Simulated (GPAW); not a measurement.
# Cl/Pt(100): work function by functional and basis

Wanted: work functions and dipole of Cl/Pt(100), with the cost of each level.

Calculated with GPAW 26.7.0; GPAW, PAW setups; slab in vacuum, relaxation, in the first sound run; inputs show where later runs differ.

## Step 1: The starting structure

The cell holds 5 atoms: 4 Pt and 1 Cl. Its edges and angles: a = 2.772 Å, b = 2.772 Å, c = 25.430 Å, α = 90.0°, β = 90.0°, γ = 90.0°. Vacuum lies along c.

## Step 2: Relaxing the atoms

Forces are removed first; all later runs use this geometry. The lowest 2 atoms are held at bulk positions and keep their forces.

The input, run.py:

```python
import json
import numpy as np
from ase import Atoms
from ase.constraints import FixAtoms
from ase.optimize import BFGS
from gpaw import GPAW, PW

slab = Atoms(
    ['Pt', 'Pt', 'Pt', 'Pt', 'Cl'],
    positions=[
        [1.38593, 1.38593, 9.00000],
        [0.00000, 0.00000, 10.96000],
        [1.38593, 1.38593, 12.92000],
        [0.00000, 0.00000, 14.88000],
        [1.38593, 1.38593, 16.43029]],
    cell=[[2.77186, 0.0, 0.0], [0.0, 2.77186, 0.0], [0.0, 0.0, 25.43029]],
    pbc=[True, True, False])

slab.calc = GPAW(mode=PW(400), xc='PBE', kpts={'size': (11, 11, 1), 'gamma': True},
                 occupations={'name': 'fermi-dirac', 'width': 0.1}, nbands='160%',
                 convergence={'density': 1e-05}, maxiter=200,
                 poissonsolver={'dipolelayer': 'xy'},
                 symmetry={'tolerance': 1e-3, 'extra_ids': [1, 1, 0, 0, 0]}, txt='slab.txt')
result = {}
slab.set_constraint(FixAtoms([0, 1]))
path = []
opt = BFGS(slab, maxstep=0.2)
opt.attach(lambda: path.append((slab.get_potential_energy(), slab.positions.tolist(), slab.get_forces().tolist())))
result['relaxed'] = bool(opt.run(fmax=0.03, steps=40))
result['path'] = path
energy = slab.get_potential_energy()
fermi = slab.calc.get_fermi_level()
v = slab.calc.get_electrostatic_potential().mean((0, 1)) - fermi
n = slab.calc.get_pseudo_density().mean((0, 1))
L = slab.cell[2, 2]
z = np.arange(len(v)) * L / len(v)
low, high = slab.positions[:, 2].min(), slab.positions[:, 2].max()
below, above = np.interp([low - 6.8, high + 6.8], z, v)
slopes = [np.interp(x, z, np.gradient(v, z)) for x in (low - 6.8, high + 6.8)]
eps = np.array([[slab.calc.get_eigenvalues(k, s) for k in range(len(slab.calc.get_ibz_k_points()))]
                for s in range(slab.calc.get_number_of_spins())]) - fermi
top, bottom = eps[eps < 0].max(), eps[eps > 0].min()
dipole = slab.get_dipole_moment()[2]
print(f'energy {energy:.4f} eV, Fermi level {fermi:.4f} eV, dipole {dipole:.5f} e A')
print(f'potential 6.8 A off the faces, from the Fermi level: lower {below:.4f} eV, upper {above:.4f} eV')
print(f'slope of the potential there: lower {slopes[0]:.5f}, upper {slopes[1]:.5f} eV/A')
print(f'nearest levels on the mesh: {top:.4f} and {bottom:.4f} eV')
print('magnetic moment', round(slab.get_magnetic_moment(), 3))
result.update(energy=energy, fermi=fermi, dipole=dipole, below=below, above=above, slopes=slopes, edges=[top, bottom],
              z=z.tolist(), v=v.tolist(), n=n.tolist(), positions=slab.positions.tolist(),
              forces=slab.get_forces(apply_constraint=False).tolist(), moments=slab.get_magnetic_moments().tolist())
json.dump(result, open('result.json', 'w'))
```

Started as:

```bash
OMP_NUM_THREADS=1 OPENBLAS_NUM_THREADS=1 python run.py
```

Log:

```text
Step          Energy          fmax
BFGS:    0      -25.014985        2.882774
BFGS:    1      -25.187942        2.222577
BFGS:    2      -25.420028        0.867812
BFGS:    3      -25.457217        0.584851
BFGS:    4      -25.491010        0.640985
BFGS:    5      -25.504390        0.520488
BFGS:    6      -25.515134        0.504933
BFGS:    7      -25.532832        0.760340
BFGS:    8      -25.556731        0.848239
BFGS:    9      -25.578024        0.680388
BFGS:   10      -25.590977        0.391893
BFGS:   11      -25.597481        0.166280
BFGS:   12      -25.599099        0.047434
BFGS:   13      -25.599451        0.028290
energy -25.4647 eV, Fermi level 0.7130 eV, dipole -0.01506 e A
potential 6.8 A off the faces, from the Fermi level: lower 5.6384 eV, upper 5.9943 eV
slope of the potential there: lower -0.00001, upper 0.00009 eV/A
nearest levels on the mesh: -0.0079 and 0.0091 eV
magnetic moment 0.0
```

Run time: 32 min. Hardware: 1 thread of Arm Neoverse V1, shared host; peak memory 0.26 GiB.

Step by step:

```
step  energy less that of the first step (eV)  largest force (eV/Å)
   1                                   0.0000                2.8828
   2                                  -0.1726                2.2226
   3                                  -0.4053                0.8678
   4                                  -0.4427                0.5849
   5                                  -0.4765                0.6410
   6                                  -0.4895                0.5205
   7                                  -0.4995                0.5049
   8                                  -0.5155                0.7603
   9                                  -0.5369                0.8482
  10                                  -0.5559                0.6804
  11                                  -0.5675                0.3919
  12                                  -0.5735                0.1663
  13                                  -0.5751                0.0474
  14                                  -0.5756                0.0283
```

The atoms that moved most (Å):

```
atom     dx     dy     dz  length
 Cl5  0.000  0.000  0.598   0.598
 Pt4  0.000  0.000  0.081   0.081
 Pt3  0.000  0.000  0.043   0.043
```

The relaxed structure:

```
Pt Cl
1.0
     2.77186    0.00000    0.00000
     0.00000    2.77186    0.00000
     0.00000    0.00000   25.43029
Pt Cl
4 1
Cartesian
  1.3859 1.3859 9.0000
  0.0000 0.0000 10.9600
  1.3859 1.3859 12.9632
  0.0000 0.0000 14.9610
  1.3859 1.3859 17.0284
```

Numbers from this step:

- dipole along the normal: -0.01506 e·Å
- levels nearest the Fermi level on the mesh: -0.007882, 0.009057 eV from the Fermi level
- upper work function: 5.994 eV
- lower work function: 5.638 eV

Electrostatic potential energy of an electron (without an applied field's), less the Fermi level, planar mean against z:

```
z (Å)  electrostatic potential energy of an electron (without an applied field's), less the Fermi level, planar mean (eV)
  0.0                                                                                                                5.82
  0.5                                                                                                                5.64
  1.0                                                                                                                5.64
  1.5                                                                                                                5.64
  2.0                                                                                                                5.64
  2.5                                                                                                                5.64
  3.0                                                                                                                5.64
  3.5                                                                                                                5.64
  4.0                                                                                                                5.64
  4.5                                                                                                                5.64
  5.0                                                                                                                5.64
  5.5                                                                                                                5.63
  6.0                                                                                                                5.62
  6.5                                                                                                                5.58
  7.0                                                                                                                5.40
  7.5                                                                                                                4.66
  8.0                                                                                                                1.53
  8.5                                                                                                               -9.86
  9.0                                                                                                               -22.4
  9.5                                                                                                               -10.6
 10.0                                                                                                               -2.64
 10.5                                                                                                               -12.2
 11.0                                                                                                               -22.7
 11.5                                                                                                               -9.73
 12.0                                                                                                               -2.42
 12.5                                                                                                               -12.1
 13.0                                                                                                               -22.7
 13.5                                                                                                               -9.80
 14.0                                                                                                               -2.24
 14.5                                                                                                               -11.9
 15.0                                                                                                               -22.3
 15.5                                                                                                               -9.37
 16.0                                                                                                              0.0594
 16.5                                                                                                               -4.47
 17.0                                                                                                               -20.8
 17.5                                                                                                               -5.26
 18.0                                                                                                                3.84
 18.5                                                                                                                5.60
 19.0                                                                                                                5.92
 19.5                                                                                                                5.98
 20.0                                                                                                                5.99
 20.5                                                                                                                5.99
 21.0                                                                                                                5.99
 21.5                                                                                                                5.99
 22.0                                                                                                                5.99
 22.5                                                                                                                5.99
 23.0                                                                                                                5.99
 23.5                                                                                                                5.99
 24.0                                                                                                                5.99
 24.5                                                                                                                5.99
 25.0                                                                                                                5.99
```

The pseudo valence density, planar mean oscillates, so the rows of the table below give means over windows of 2.01 Å about each position, cut where the curve ends. Its maxima inside the range that stand out by 2 % of the span (Å: e/Å³): 8.9: 2.00, 11.0: 2.08, 12.9: 2.10, 15.0: 2.04, 16.7: 0.609. Its minima: 10.0: 0.428, 11.9: 0.413, 14.0: 0.406, 16.1: 0.289.

The pseudo valence density, planar mean by z; means over each step:

```
z (Å)  pseudo valence density, planar mean (e/Å³)
 5.02                                      1.3e-4
 7.03                                      0.0379
 9.04                                        1.02
11.05                                        1.04
13.06                                        1.04
15.07                                        1.01
17.08                                       0.441
19.09                                      0.0163
21.10                                      2.0e-5
```

The relaxation lowered the energy of the cell by 0.576 eV (energies extrapolated to zero smearing; the optimiser's log prints free energies). The largest force left on a free atom is 0.028 eV/Å.

(Continued in part 2 of 4.)

[Logs are printed without paths, hosts, clocks, repeated set-up lines and the standing remarks that a program may print on its own settings, such as how far it seeks lower states.]

[Hosts, paths, dates, database ids (printed as entryN), source tags and the programs' standing remarks are cut or masked in the printed files.]
